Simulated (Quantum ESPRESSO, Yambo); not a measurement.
# Quasiparticle gap of SnO2 (Cassiterite) in Yambo, part 2 of 3

Aim: the G0W0 gap of SnO2 (Cassiterite) on PBE, step by step.

Quantum ESPRESSO 7.5 and Yambo 5.3.0; PBE and many-body steps on it, plane waves. Known limits of the many-body steps: not at the basis limit; no spin-orbit coupling; coarse k mesh.

So far. Step 2 (Ground state): The gap is direct, at Γ. Step 3 (Bands along the symmetry lines): The gap is 1.289 eV, as in the run before at this level.

## 4. Empty states on the mesh, 4×4×4 mesh, 247 bands

Level of this step: DFT, PBE, plane waves, norm-conserving pseudopotentials (Quantum ESPRESSO).

The sums over transitions need many empty states on a uniform mesh; this step solves for them.

Contents of pw.in:

```
&control
  calculation = 'nscf'
  prefix = 'x'
  outdir = 'o'
  pseudo_dir = 'pseudo'
/
&system
  ibrav = 0
  nat = 6
  ntyp = 2
  ecutwfc = 84.0
  nbnd = 247
  force_symmorphic = .true.
/
&electrons
  conv_thr = 1e-9
  electron_maxstep = 80
  diago_full_acc = .true.
  diago_thr_init = 5e-6
/
ATOMIC_SPECIES
  Sn 118.71 Sn.upf
  O 15.999 O.upf
CELL_PARAMETERS angstrom
  4.7380000000 0.0000000000 0.0000000000
  0.0000000000 4.7380000000 0.0000000000
  0.0000000000 0.0000000000 3.1865000000
ATOMIC_POSITIONS crystal
  Sn 0.0000000000 0.0000000000 0.0000000000
  Sn 0.5000000000 0.5000000000 0.5000000000
  O 0.3071000000 0.3071000000 0.0000000000
  O 0.1929000000 0.8071000000 0.5000000000
  O 0.6929000000 0.6929000000 0.0000000000
  O 0.8071000000 0.1929000000 0.5000000000
K_POINTS automatic
  4 4 4 0 0 0
```

Launch:

```sh
$ OMP_NUM_THREADS=1 mpirun -n 4 pw.x -nk 4 -in pw.in > pw.out
```

The program printed:

```text
[banner, memory and clock lines left out]
Program PWSCF v.7.5 starts

     Atomic positions and unit cell read from directory:
     o/x.save/

     Message from routine setup:
     using ibrav=0 with symmetry is DISCOURAGED, use correct ibrav instead

     G-vector sticks info

     bravais-lattice index     =            0
     lattice parameter (alat)  =       8.9535  a.u.
     unit-cell volume          =     482.7259 (a.u.)^3
     number of atoms/cell      =            6
     number of atomic types    =            2
     number of electrons       =        68.00
     number of Kohn-Sham states=          247
     kinetic-energy cutoff     =      84.0000  Ry
     charge density cutoff     =     336.0000  Ry
     Exchange-correlation= PBE
                           (   1   4   3   4   0   0   0)

     celldm(1)=   8.953522  celldm(2)=   0.000000  celldm(3)=   0.000000
     celldm(4)=   0.000000  celldm(5)=   0.000000  celldm(6)=   0.000000

     crystal axes: (cart. coord. in units of alat)
               a(1) = (   1.000000   0.000000   0.000000 )
               a(2) = (   0.000000   1.000000   0.000000 )
               a(3) = (   0.000000   0.000000   0.672541 )

     reciprocal axes: (cart. coord. in units 2 pi/alat)
               b(1) = (  1.000000  0.000000  0.000000 )
               b(2) = (  0.000000  1.000000  0.000000 )
               b(3) = (  0.000000  0.000000  1.486898 )
     Pseudo is Norm-conserving + core correction, Zval = 22.0
     Generated using ONCVPSP code by D. R. Hamann
     Using radial grid of 1628 points,  6 beta functions with:
     Pseudo is Norm-conserving + core correction, Zval =  6.0
     Generated using ONCVPSP code by D. R. Hamann
     Using radial grid of  936 points,  5 beta functions with:
     Sn               22.00   118.71000     Sn( 1.00)
     O                 6.00    15.99900     O ( 1.00)

      8 Sym. Ops., with inversion, found

   Cartesian axes

     site n.     atom                  positions (alat units)
         1        Sn     tau(   1) = (   0.0000000   0.0000000   0.0000000  )
         2        Sn     tau(   2) = (   0.5000000   0.5000000   0.3362706  )
         3        O      tau(   3) = (   0.3071000   0.3071000   0.0000000  )
         4        O      tau(   4) = (   0.1929000   0.8071000   0.3362706  )
         5        O      tau(   5) = (   0.6929000   0.6929000   0.0000000  )
         6        O      tau(   6) = (   0.8071000   0.1929000   0.3362706  )

     number of k points=    21
                       cart. coord. in units 2pi/alat
        k(    1) = (   0.0000000   0.0000000   0.0000000), wk =   0.0312500
        k(    2) = (   0.0000000   0.0000000   0.3717245), wk =   0.0625000
        k(    3) = (   0.0000000   0.0000000  -0.7434489), wk =   0.0312500
[...]
[... 9 further rows ...]
        k(   20) = (  -0.2500000   0.2500000  -0.3717245), wk =   0.1250000
        k(   21) = (  -0.2500000   0.2500000   0.7434489), wk =   0.0625000

     Dense  grid:    50163 G-vectors     FFT dimensions: (  54,  54,  36)

     The potential is recalculated from file :
     o/x.save/charge-density

     Starting wfcs are   42 randomized atomic wfcs +  205 random wfcs

     Band Structure Calculation

     End of band structure calculation

          k = 0.0000 0.0000 0.0000 (  6273 PWs)   bands (ev):

  -116.6531-116.6530 -72.4822 -72.4822 -72.4387 -72.4387 -72.4344 -72.4341
    -9.9067  -9.1569  -8.8804  -8.8568  -8.8568  -8.7680  -8.7332  -8.6462
    -8.6172  -8.6172  -7.6530  -5.7959  -5.7959  -4.0334   3.1540   7.1940
     7.1940   7.2831   8.1552   9.1990   9.2874   9.9986   9.9987  10.4826
[...]
[... 19 further rows ...]
[...]
121.9951 122.2739 122.3078 122.3078 123.2345 123.2692 123.2692

          k = 0.0000 0.0000 0.3717 (  6286 PWs)   bands (ev):

  -116.6530-116.6530 -72.4820 -72.4820 -72.4386 -72.4386 -72.4365 -72.4364
[...]
[... 19 further rows ...]
[...]
118.8944 119.6960 119.7118 120.9870 121.1669 121.1752 121.5418

          k = 0.0000 0.0000-0.7434 (  6274 PWs)   bands (ev):

  -116.6529-116.6529 -72.4818 -72.4818 -72.4387 -72.4387 -72.4385 -72.4385
[...]
45.2284  45.2284  46.1404  46.1404  46.5071  46.5071  48.8842  48.8842
     [... 19 further rows ...]
   116.6566 116.6566 118.1098 118.1098 118.1579 118.1579 119.5315 119.5315
   119.8166 119.8166 121.0532 121.0532 121.2233 121.2233 122.1072

          k = 0.0000 0.2500 0.0000 (  6268 PWs)   bands (ev):

     [... further k-points ...]

     highest occupied, lowest unoccupied level (ev):    11.2482   12.5370

     XML data file, pseudopotentials, collected wavefunctions
```

The job ended after 1.8 min (4 MPI ranks of Arm Neoverse V1, shared host; peak memory 0.75 GiB).

Numbers from this step:

```yaml
gap: 1.289 eV
k_of_the_valence_top: 0, 0, 0
k_of_the_conduction_bottom: 0, 0, 0
least_direct_gap: 1.289 eV
k_points_computed: 21
lowest_point_of_the_top_converged_band_above_the_valence_top: 109.8619 eV
```

On this mesh the gap is 1.289 eV.

## 5. Conversion and set-up

This step: Yambo 5.3.0; conversion and set-up on PBE, plane waves, norm-conserving pseudopotentials.

The states are converted to the many-body program's format and the q mesh is built.

Launch:

```sh
$ (cd o/x.save; p2y > p2y.log; mv SAVE ../..); yambo > setup.log
```

The program printed:

```text
 Yambo, version 5.3.0

 [02] CORE Variables Setup
 =========================

  [02.01] Unit cells
  ==================

  Cell kind             :  Unknown
  Atoms in the cell     :  Sn  O
  number of Sn atoms    :  2
  number of O  atoms    :   4

  List of atomic masses
  Mass of Sn    :  118.7100
  Mass of O     :  15.99900

  List of atomic coordinates    : [cc]
  Sn1       :  0.000000  0.000000  0.000000  order 1
  Sn2       :  4.476761  4.476761  3.010806  order 2
  O1       :  2.749627  2.749627  0.000000  order 3
  O2       :  1.727134  7.226388  3.010806  order 4
  O3       :  6.203896  6.203896  0.000000  order 5
  O4       :  7.226388  1.727134  3.010806  order 6

  Alat factors          :  8.953522  8.953522  6.021612 [a.u.]
  Direct lattice volume :  482.7259 [a.u.]
  Direct lattice vectors:  A[ 1 ]  A[ 2 ]  A[ 3 ]
   A[ 1 ]:  1.000000  0.000000  0.000000  [iru]
   8.953522  0.000000  0.000000  [cc]
   A[ 2 ]:  0.000000  1.000000  0.000000  [iru]
   0.000000  8.953522  0.000000  [cc]
   A[ 3 ]:  0.000000  0.000000  1.000000  [iru]
   0.000000  0.000000  6.021612  [cc]

  Recip. lattice volume :  0.513853 [a.u.]
  Recip. lattice vectors:  B[ 1 ]  B[ 2 ]  B[ 3 ]
   B[ 1 ]:  1.000000  0.000000  0.000000  [iku]
   0.701756  0.000000  0.000000  [cc]
   B[ 2 ]:  0.000000  1.000000  0.000000  [iku]
   0.000000  0.701756  0.000000  [cc]
   B[ 3 ]:  0.000000  0.000000  1.000000  [iku]
   0.000000  0.000000  1.043439  [cc]

  [02.02] Symmetries
  ==================

  Inversion symmetry    : yes
  Spatial inversion     : yes
  Inversion index       :   5
  K-space Time-reversal : no
  Magnetic symmetries   : no
  Group table correct   : yes
  Symmetries units      :  [cc]

   [S 1]:  1.000000  0.000000  0.000000  0.000000  1.000000  0.000000  0.000000  0.000000  1.000000
   [S 2]: -1.000000  0.000000  0.000000  0.000000 -1.000000  0.000000  0.000000  0.000000  1.000000
   [S 3]:  0.000000  1.000000  0.000000  1.000000  0.000000  0.000000  0.000000  0.000000 -1.000000
[...]
[S 7]:  0.000000 -1.000000  0.000000 -1.000000  0.000000  0.000000  0.000000  0.000000  1.000000
   [S 8]:  0.000000  1.000000  0.000000  1.000000  0.000000  0.000000  0.000000  0.000000  1.000000

  [02.03] Reciprocal space
  ========================

  nG shells         :  2955
  nG charge         :   50163
  nG WFs            :   7807
  nC WFs            :   6312
  G-vecs. in first 80 shells:  [ Number ]
     1    5    9   11   19   23   31   39   47
    63   67   69   73   81   89   97  105  113
   129  137  145  161  177  181  189  197  205
[...]
721   729   745   753   761   777   793   809
  ...
  Shell energy in first 80 shells:  [ mHa ]
[...]
8100.44      8333.29      8371.84      8423.76      8579.52      8710.12      8839.13      8864.30      8916.22
[...]
K [14]         [rlu]:  0.250000 -0.500000  0.250000
         WF components:   6274
  [... 6 further k-points ...]
  K [21]         [rlu]: -0.250000  0.250000  0.500000
         WF components:   6272

  [02.05] Energies & Occupations
  ==============================

  [X] === General ===
  [X] Electronic Temperature                        :  0.000000  0.000000 [eV K]
  [X] Bosonic    Temperature                        :  0.000000  0.000000 [eV K]
  [X] Finite Temperature mode                       : no
  [X] El. density                                   :  0.95062E+24 [cm-3]
  [X] Fermi Level                                   :  11.24816 [eV]

  [X] === Gaps and Widths ===
  [X] Conduction Band Min                           :  1.288876 [eV]
  [X] Valence Band Max                              :  0.000000 [eV]
  [X] Filled Bands                                  :   34
  [X] Empty Bands                                   :   35  247
  [X] Direct Gap                                    :  1.288876 [eV]
  [X] Direct Gap localized at k                     :  1
  [X] Indirect Gap                                  :  1.288876 [eV]
  [X] Indirect Gap between kpts                     :  1  1
  [X] Last valence band width                       :  1.252527 [eV]
  [X] 1st conduction band width                     :  5.193998 [eV]

  E @ K [ 1]:  [eV]
  -127.9013 -127.9012  -83.7303  -83.7303  -83.6869  -83.6869  -83.6826  -83.6823
[...]
occ @ K [ 1]
[...]
E @ K [ 2]:  [eV]
[...]
occ @ K [ 2]
[...]
E @ K [ 3]:  [eV]
[...]
occ @ K [ 3]
[...]
E @ K [ 8]:  [eV]
[...]
occ @ K [ 8]
[...]
E @ K [ 9]:  [eV]
[...]
occ @ K [ 9]
[...]
E @ K [10]:  [eV]
[...]
occ @ K [10]
[...]
E @ K [11]:  [eV]
[...]
occ @ K [11]
[...]
E @ K [12]:  [eV]
[...]
occ @ K [12]
[...]
E @ K [13]:  [eV]
[...]
occ @ K [13]
[...]
E @ K [14]:  [eV]
[...]
occ @ K [14]
[...]
[... 6 further k-points ...]
  E @ K [21]:  [eV]
[...]
occ @ K [21]
[...]
0.000000  0.000000  0.000000  0.000000  0.000000  0.000000  0.000000  0.000000
   0.000000  0.000000  0.000000  0.000000  0.000000  0.000000  0.000000  0.000000

 [03] Transferred momenta grid and indexing
 ==========================================

 IBZ Q-points                                      :  21
 BZ  Q-points                                      :   64

 K/Q-points units:
 rlu = crystal or reduced units; cc = cartesian coordinates; iku = interal k-units

 Q [ 1]         [rlu]:  0.000000  0.000000  0.000000
 Q [ 2]         [rlu]:  0.000000  0.000000  0.250000
 Q [ 3]         [rlu]:  0.000000  0.000000 -0.500000
[...]
Q [ 8]         [rlu]:  0.000000 -0.500000  0.250000
 Q [ 9]         [rlu]:  0.000000 -0.500000 -0.500000
 Q [10]         [rlu]:  0.250000  0.250000  0.000000
     [... 9 further rows ...]
 Q [20]         [rlu]: -0.250000  0.250000 -0.250000
 Q [21]         [rlu]: -0.250000  0.250000  0.500000

  [03.01] X indexes
  =================

   [03.01.01] Sigma indexes
   ========================

 [06] Game Over & Game summary
```

Wall time 3.1 s (1 MPI rank); peak memory 0.25 GiB.

(Continued in part 3 of 3.)

[Paths, hosts, dates, memory and timing lines, banners, echoed tables and standing remarks are left out of the program output.]

[Logs are printed without paths, hosts, clocks, repeated set-up lines and the standing remarks that a program may print on its own settings, such as how far it seeks lower states.]

[Runs of the session that timed out or met a known fault of the program may be left out.]

[Hosts, paths, dates, database ids (printed as entryN), source tags and the programs' standing remarks are cut or masked in the printed files.]
